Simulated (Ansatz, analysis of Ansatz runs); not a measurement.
## A hop of H in Zn3SbN3 (Cm), charge +1

Wanted: path and barrier of a jump of H in Zn3SbN3 (Cm) at charge +1. The case: H transfer from N to N, in a cell of 56 host atoms with 1 H put in.

Calculated with Ansatz 0.2.0; plane-wave PAW DFT, PBEsol; nudged elastic band between two relaxed defect structures at fixed charge in a uniform background.

Most raw output is cut from this account.

## Step 1: Set-up

The cell holds 57 atoms: 24 Zn, 8 Sb, 24 N and 1 H. Cell: a = 9.402 Å, b = 9.402 Å, c = 11.075 Å, α = 114.5°, β = 114.5°, γ = 88.1°. It derives from Zn3SbN3 (space group Cm). Nearest the centre at fractional (0.412, 0.412, 0.350): H57 at 0.51 Å, Sb4 at 1.37 Å, N33 at 1.54 Å, N20 at 1.54 Å, Zn3 at 2.46 Å, Zn2 at 2.46 Å, Zn31 at 2.65 Å, Zn16 at 2.65 Å. The cell carries charge +1.

Coordinates:

```xyz
57
Lattice="6.7597 -6.5343 0.0061 6.7597 6.5343 0.0061 -6.3964 0.0000 9.0407" Properties=species:S:1:pos:R:3 pbc="T T T"
Zn   -0.4041    0.0000    3.9840
Zn    1.6064   -1.4483    2.1727
Zn    1.6064    1.4483    2.1727
Sb    3.1510    0.0000    4.5261
N    -0.0531    1.7319    3.1623
N    -0.0531   -1.7319    3.1623
N     1.4415    0.0000    0.8548
Zn   -3.6023    0.0000    8.5043
Zn   -1.5918   -1.4483    6.6930
Zn   -1.5918    1.4483    6.6930
Sb   -0.0471    0.0000    9.0464
N    -3.2513    1.7319    7.6827
N    -3.2513   -1.7319    7.6827
N    -1.7566    0.0000    5.3751
Zn    2.9758    3.2672    3.9871
Zn    4.9862    1.8189    2.1758
Zn    4.9862    4.7155    2.1758
Sb    6.5309    3.2672    4.5292
N     3.3267    4.9991    3.1654
N     3.3267    1.5352    3.1654
N     4.8214    3.2672    0.8578
Zn   -0.2224    3.2672    8.5074
Zn    1.7880    1.8189    6.6961
Zn    1.7880    4.7155    6.6961
Sb    3.3327    3.2672    9.0495
N     0.1286    4.9991    7.6857
N     0.1286    1.5352    7.6857
N     1.6232    3.2672    5.3782
Zn    2.9758   -3.2672    3.9871
Zn    4.9862   -4.7155    2.1758
Zn    4.9862   -1.8189    2.1758
Sb    6.5309   -3.2672    4.5292
N     3.3267   -1.5352    3.1654
N     3.3267   -4.9991    3.1654
N     4.8214   -3.2672    0.8578
Zn   -0.2224   -3.2672    8.5074
Zn    1.7880   -4.7155    6.6961
Zn    1.7880   -1.8189    6.6961
Sb    3.3327   -3.2672    9.0495
N     0.1286   -1.5352    7.6857
N     0.1286   -4.9991    7.6857
N     1.6232   -3.2672    5.3782
Zn    6.3557    0.0000    3.9901
Zn    8.3661   -1.4483    2.1788
Zn    8.3661    1.4483    2.1788
Sb    9.9108    0.0000    4.5322
N     6.7066    1.7319    3.1684
N     6.7066   -1.7319    3.1684
N     8.2013    0.0000    0.8609
Zn    3.1575    0.0000    8.5105
Zn    5.1679   -1.4483    6.6992
Zn    5.1679    1.4483    6.6992
Sb    6.7126    0.0000    9.0526
N     3.5084    1.7319    7.6888
N     3.5084   -1.7319    7.6888
N     5.0031    0.0000    5.3812
H     3.3272   -0.5073    3.1698
```

The cell's shortest repeat is 9.4 Å.

## Step 2: Relaxation of the start point, charge +1

A barrier is counted from a minimum, so both ends are relaxed first. Small random displacements break the symmetry of the ideal sites, so that the defect can distort if it gains by it. The charge of +1 is set by the electron count, and a uniform background keeps the cell neutral.

The input, qp1.start/input.yaml:

```yaml
crystal:
  lattice:
    - [6.75971426, -6.53433939, 0.00612541]
    - [6.75971426, 6.53433939, 0.00612541]
    - [-6.39637934, 0.0, 9.04065438]
  atoms:
    - { symbol: Zn, position: [0.17849326, 0.17849326, 0.44043488] }
    - { symbol: Zn, position: [0.34319894, 0.12155238, 0.24001245] }
    - { symbol: Zn, position: [0.12155238, 0.34319894, 0.24001245] }
    - { symbol: Sb, position: [0.46963901, 0.46963901, 0.50000293] }
    - { symbol: "N", position: [0.02893677, 0.29398648, 0.34957044] }
    - { symbol: "N", position: [0.29398648, 0.02893677, 0.34957044] }
    - { symbol: "N", position: [0.15126316, 0.15126316, 0.09434241] }
    - { symbol: Zn, position: [0.17849326, 0.17849326, 0.94043488] }
    - { symbol: Zn, position: [0.34319894, 0.12155238, 0.74001245] }
    - { symbol: Zn, position: [0.12155238, 0.34319894, 0.74001245] }
    - { symbol: Sb, position: [0.46963901, 0.46963901, 1.00000293] }
    - { symbol: "N", position: [0.02893677, 0.29398648, 0.84957044] }
    - { symbol: "N", position: [0.29398648, 0.02893677, 0.84957044] }
    - { symbol: "N", position: [0.15126316, 0.15126316, 0.59434241] }
    - { symbol: Zn, position: [0.17849326, 0.67849326, 0.44043488] }
    - { symbol: Zn, position: [0.34319894, 0.62155238, 0.24001245] }
    - { symbol: Zn, position: [0.12155238, 0.84319894, 0.24001245] }
    - { symbol: Sb, position: [0.46963901, 0.96963901, 0.50000293] }
    - { symbol: "N", position: [0.02893677, 0.79398648, 0.34957044] }
    - { symbol: "N", position: [0.29398648, 0.52893677, 0.34957044] }
    - { symbol: "N", position: [0.15126316, 0.65126316, 0.09434241] }
    - { symbol: Zn, position: [0.17849326, 0.67849326, 0.94043488] }
    - { symbol: Zn, position: [0.34319894, 0.62155238, 0.74001245] }
    - { symbol: Zn, position: [0.12155238, 0.84319894, 0.74001245] }
    - { symbol: Sb, position: [0.46963901, 0.96963901, 1.00000293] }
    - { symbol: "N", position: [0.02893677, 0.79398648, 0.84957044] }
    - { symbol: "N", position: [0.29398648, 0.52893677, 0.84957044] }
    - { symbol: "N", position: [0.15126316, 0.65126316, 0.59434241] }
    - { symbol: Zn, position: [0.67849326, 0.17849326, 0.44043488] }
    - { symbol: Zn, position: [0.84319894, 0.12155238, 0.24001245] }
    - { symbol: Zn, position: [0.62155238, 0.34319894, 0.24001245] }
    - { symbol: Sb, position: [0.96963901, 0.46963901, 0.50000293] }
    - { symbol: "N", position: [0.52893677, 0.29398648, 0.34957044] }
    - { symbol: "N", position: [0.79398648, 0.02893677, 0.34957044] }
    - { symbol: "N", position: [0.65126316, 0.15126316, 0.09434241] }
    - { symbol: Zn, position: [0.67849326, 0.17849326, 0.94043488] }
    - { symbol: Zn, position: [0.84319894, 0.12155238, 0.74001245] }
    - { symbol: Zn, position: [0.62155238, 0.34319894, 0.74001245] }
    - { symbol: Sb, position: [0.96963901, 0.46963901, 1.00000293] }
    - { symbol: "N", position: [0.52893677, 0.29398648, 0.84957044] }
    - { symbol: "N", position: [0.79398648, 0.02893677, 0.84957044] }
    - { symbol: "N", position: [0.65126316, 0.15126316, 0.59434241] }
    - { symbol: Zn, position: [0.67849326, 0.67849326, 0.44043488] }
    - { symbol: Zn, position: [0.84319894, 0.62155238, 0.24001245] }
    - { symbol: Zn, position: [0.62155238, 0.84319894, 0.24001245] }
    - { symbol: Sb, position: [0.96963901, 0.96963901, 0.50000293] }
    - { symbol: "N", position: [0.52893677, 0.79398648, 0.34957044] }
    - { symbol: "N", position: [0.79398648, 0.52893677, 0.34957044] }
    - { symbol: "N", position: [0.65126316, 0.65126316, 0.09434241] }
    - { symbol: Zn, position: [0.67849326, 0.67849326, 0.94043488] }
    - { symbol: Zn, position: [0.84319894, 0.62155238, 0.74001245] }
    - { symbol: Zn, position: [0.62155238, 0.84319894, 0.74001245] }
    - { symbol: Sb, position: [0.96963901, 0.96963901, 1.00000293] }
    - { symbol: "N", position: [0.52893677, 0.79398648, 0.84957044] }
    - { symbol: "N", position: [0.79398648, 0.52893677, 0.84957044] }
    - { symbol: "N", position: [0.65126316, 0.65126316, 0.59434241] }
    - { symbol: H, position: [0.450541, 0.372911, 0.350058] }
total_charge: 1
basis:
  ecutwfc: 420
  xc_grid: 2
hamiltonian:
  xc: pbesol
kpoints:
  mp_grid: { grid: [1, 1, 1], shift: [0.25, 0.25, 0.25] }
scf:
  occupations: { method: fixed }
  max_iter: 120
output:
  forces: true
relax:
  f_tol: 0.02
  max_steps: 70
  random_displacement: { amplitude: 0.03, seed: 5154 }
```

The run is started by

```bash
$ ansatz run input.yaml --threads 32 --pin off --max-ram 84787MiB --backend cuda --events-out ev --progress --plain --runs-dir out --max-vram 78GiB
```

It took 8.8 s on 1 × NVIDIA GB200 with 32 threads of Arm Neoverse V2, shared host; peak memory 1.3 GiB; 41 s of CPU time.

The steps of the relaxation:

| step | energy less that of the first step (eV) | largest force component (eV/Å) |
| --- | --- | --- |
| 1 | 0.0000 | 10.8921 |
| 2 | -2.4611 | 3.0046 |
| 3 | -3.0331 | 1.7403 |
| 4 | -3.3335 | 0.8726 |
| 5 | -3.4985 | 0.3927 |
| 6 | -3.5501 | 0.3528 |
| 7 | -3.5696 | 0.2120 |
| 8 | -3.5883 | 0.2716 |
| 9 | -3.6301 | 0.4682 |
| 10 | -3.6700 | 0.9125 |
| 11 | -3.7290 | 0.1474 |
| 12 | -3.7088 | 0.1987 |
| 13 | -3.7359 | 0.0621 |
| 14 | -3.7369 | 0.0520 |
| 15 | -3.7378 | 0.0065 |
| 16 | -3.7378 | 0.0065 |

Relaxation step 12 was tried and not accepted.

The atoms that moved most (Å, from the sites as typed, ahead of the random displacement, the mean shift of all atoms taken out):

| atom | dx | dy | dz | length |
| --- | --- | --- | --- | --- |
| H57 | 0.541 | -0.641 | -0.582 | 1.021 |
| Zn31 | 0.653 | -0.337 | -0.291 | 0.790 |
| N33 | -0.196 | 0.065 | 0.075 | 0.219 |
| Sb4 | -0.078 | 0.094 | 0.110 | 0.164 |
| N35 | 0.043 | -0.129 | -0.083 | 0.160 |
| Zn2 | -0.150 | 0.044 | -0.014 | 0.157 |
| Zn36 | 0.018 | -0.015 | -0.138 | 0.140 |
| N48 | 0.068 | 0.035 | 0.097 | 0.124 |

Neighbours of H57 at the end:

| atom | distance (Å) |
| --- | --- |
| N33 | 1.036 |
| Zn31 | 2.155 |
| Zn2 | 2.464 |
| Sb4 | 2.524 |
| Zn29 | 2.672 |
| N20 | 2.827 |
| N48 | 3.034 |
| Zn43 | 3.046 |
| N35 | 3.055 |

Numbers from this step:

```
free energy                                                                                       : -139111.5812 eV
r.m.s. move of the farther half of the atoms                                                      : 0.05624 Å
largest move from the ideal geometry of this structure, a common shift of the far atoms taken out : 1.045 Å
```

The relaxation gained 3.738 eV and ended with a largest force component of 0.0065 eV/Å.

## Step 3: Relaxation of the end point, charge +1

The end point is relaxed in the same cell and settings, so that the two energies compare. Atoms more than 3.2 Å from the middle of the hop start where the first relaxation left them, the nearer ones on or close to their ideal places, with small random displacements.

The input, qp1.end/input.yaml:

```yaml
crystal:
  lattice:
    - [6.75971426, -6.53433939, 0.00612541]
    - [6.75971426, 6.53433939, 0.00612541]
    - [-6.39637934, 0.0, 9.04065438]
  atoms:
    - { symbol: Zn, position: [0.17738352, 0.17950508, 0.44189179] }
    - { symbol: Zn, position: [0.34319894, 0.12155238, 0.24001245] }
    - { symbol: Zn, position: [0.12155238, 0.34319894, 0.24001245] }
    - { symbol: Sb, position: [0.46963901, 0.46963901, 0.50000293] }
    - { symbol: "N", position: [0.0258174, 0.29397815, 0.34979426] }
    - { symbol: "N", position: [0.29119428, 0.02645144, 0.35299817] }
    - { symbol: "N", position: [0.15126316, 0.15126316, 0.09434241] }
    - { symbol: Zn, position: [0.17744441, 0.1786822, 0.93933691] }
    - { symbol: Zn, position: [0.34038706, 0.12198757, 0.73956848] }
    - { symbol: Zn, position: [0.12127016, 0.34445959, 0.743494] }
    - { symbol: Sb, position: [0.47107281, 0.47111011, 0.99980685] }
    - { symbol: "N", position: [0.02702676, 0.29413123, 0.85085646] }
    - { symbol: "N", position: [0.29379743, 0.02922291, 0.85048507] }
    - { symbol: "N", position: [0.15103077, 0.15604016, 0.59644386] }
    - { symbol: Zn, position: [0.17872698, 0.68048609, 0.44276365] }
    - { symbol: Zn, position: [0.34319894, 0.62155238, 0.24001245] }
    - { symbol: Zn, position: [0.12047488, 0.84157686, 0.24168125] }
    - { symbol: Sb, position: [0.47211915, 0.97195221, 0.50288976] }
    - { symbol: "N", position: [0.03113162, 0.79839736, 0.35569125] }
    - { symbol: "N", position: [0.29398648, 0.52893677, 0.34957044] }
    - { symbol: "N", position: [0.15089326, 0.65201678, 0.09636798] }
    - { symbol: Zn, position: [0.17740142, 0.67890293, 0.94302314] }
    - { symbol: Zn, position: [0.34342311, 0.62256228, 0.74414715] }
    - { symbol: Zn, position: [0.1225868, 0.84254586, 0.74260779] }
    - { symbol: Sb, position: [0.47008139, 0.97069374, 1.00018403] }
    - { symbol: "N", position: [0.02772197, 0.79215036, 0.85013115] }
    - { symbol: "N", position: [0.29314382, 0.52986542, 0.85258895] }
    - { symbol: "N", position: [0.15542735, 0.6531822, 0.59740963] }
    - { symbol: Zn, position: [0.68011802, 0.17768131, 0.43624495] }
    - { symbol: Zn, position: [0.84953636, 0.10946816, 0.237107] }
    - { symbol: Zn, position: [0.62155238, 0.34319894, 0.24001245] }
    - { symbol: Sb, position: [0.9754506, 0.47173232, 0.50658879] }
    - { symbol: "N", position: [0.52893677, 0.29398648, 0.34957044] }
    - { symbol: "N", position: [0.79318716, 0.02633535, 0.34800488] }
    - { symbol: "N", position: [0.6614804, 0.139405, 0.0838475] }
    - { symbol: Zn, position: [0.67526231, 0.1706846, 0.92384283] }
    - { symbol: Zn, position: [0.84256076, 0.12022185, 0.73429506] }
    - { symbol: Zn, position: [0.62186305, 0.34250164, 0.73868756] }
    - { symbol: Sb, position: [0.96879275, 0.46967162, 1.00151798] }
    - { symbol: "N", position: [0.52631258, 0.29349749, 0.84662305] }
    - { symbol: "N", position: [0.79332152, 0.02233604, 0.84073816] }
    - { symbol: "N", position: [0.65154782, 0.15445517, 0.5907102] }
    - { symbol: Zn, position: [0.67849326, 0.67849326, 0.44043488] }
    - { symbol: Zn, position: [0.84534299, 0.63189564, 0.24100872] }
    - { symbol: Zn, position: [0.61980152, 0.8418101, 0.24099307] }
    - { symbol: Sb, position: [0.97045251, 0.97404911, 0.50424594] }
    - { symbol: "N", position: [0.52670658, 0.79294967, 0.35024341] }
    - { symbol: "N", position: [0.80298117, 0.54093922, 0.35900001] }
    - { symbol: "N", position: [0.65238083, 0.65436682, 0.09418876] }
    - { symbol: Zn, position: [0.6798793, 0.6803063, 0.94053629] }
    - { symbol: Zn, position: [0.84232652, 0.62002145, 0.74072278] }
    - { symbol: Zn, position: [0.61945889, 0.84036938, 0.73800486] }
    - { symbol: Sb, position: [0.96733526, 0.97019022, 0.99749028] }
    - { symbol: "N", position: [0.52796349, 0.7940136, 0.85001536] }
    - { symbol: "N", position: [0.79330461, 0.52804359, 0.85066578] }
    - { symbol: "N", position: [0.65126316, 0.65126316, 0.59434241] }
    - { symbol: H, position: [0.372911, 0.450541, 0.350058] }
total_charge: 1
basis:
  ecutwfc: 420
  xc_grid: 2
hamiltonian:
  xc: pbesol
kpoints:
  mp_grid: { grid: [1, 1, 1], shift: [0.25, 0.25, 0.25] }
scf:
  occupations: { method: fixed }
  max_iter: 120
output:
  forces: true
relax:
  f_tol: 0.02
  max_steps: 70
  random_displacement: { amplitude: 0.01, seed: 5154 }
```

It took 8.4 s on 1 × NVIDIA GB200 with 32 threads; peak memory 1.3 GiB.

Relaxation path:

| step | energy less that of the first step (eV) | largest force component (eV/Å) |
| --- | --- | --- |
| 1 | 0.0000 | 10.7198 |
| 2 | -2.5132 | 3.0507 |
| 3 | -3.1321 | 1.1286 |
| 4 | -3.3783 | 0.7793 |
| 5 | -3.5480 | 0.4776 |
| 6 | -3.6002 | 0.8330 |
| 7 | -3.6506 | 0.2525 |
| 8 | -3.7165 | 0.2490 |
| 9 | -3.7229 | 1.2088 |
| 10 | -3.7732 | 0.2741 |
| 11 | -3.7781 | 0.2129 |
| 12 | -3.7961 | 0.0906 |
| 13 | -3.7959 | 0.0683 |
| 14 | -3.7970 | 0.0059 |

Relaxation step 13 was tried and not accepted.

The atoms that moved most (Å, from the sites as typed, ahead of the random displacement):

| atom | dx | dy | dz | length |
| --- | --- | --- | --- | --- |
| H57 | 0.547 | 0.644 | -0.574 | 1.022 |
| Zn16 | 0.655 | 0.334 | -0.293 | 0.792 |
| N20 | -0.195 | -0.065 | 0.078 | 0.220 |
| Zn36 | -0.065 | 0.004 | 0.186 | 0.197 |
| N35 | -0.078 | 0.120 | 0.126 | 0.191 |
| N21 | 0.054 | 0.122 | -0.101 | 0.167 |
| Zn22 | 0.040 | 0.004 | -0.161 | 0.166 |
| Sb4 | -0.076 | -0.096 | 0.112 | 0.166 |

Neighbours of H57 at the end:

| atom | distance (Å) |
| --- | --- |
| N20 | 1.036 |
| Zn16 | 2.153 |
| Zn3 | 2.468 |
| Sb4 | 2.523 |
| Zn15 | 2.670 |
| N33 | 2.830 |
| N47 | 3.027 |
| Zn43 | 3.040 |
| N21 | 3.056 |

Numbers from this step:

```yaml
free_energy: -139111.5811 eV
r_m_s_move_of_the_farther_half_of_the_atoms: 0.05621 Å
largest_move_from_the_ideal_geometry_of_this_structure_a_common_shift_of_the_far_atoms_taken_out: 1.046 Å
```

The relaxation gained 3.797 eV and ended with a largest force component of 0.0059 eV/Å. The end lies within 1 meV of the start.

(Part 1 of 3 ends here.)

[Logs are printed without paths, hosts, clocks, repeated set-up lines and the standing remarks that a program may print on its own settings, such as how far it seeks lower states.]

[Hosts, paths, dates, database ids (printed as entryN), source tags and the programs' standing remarks are cut or masked in the printed files.]
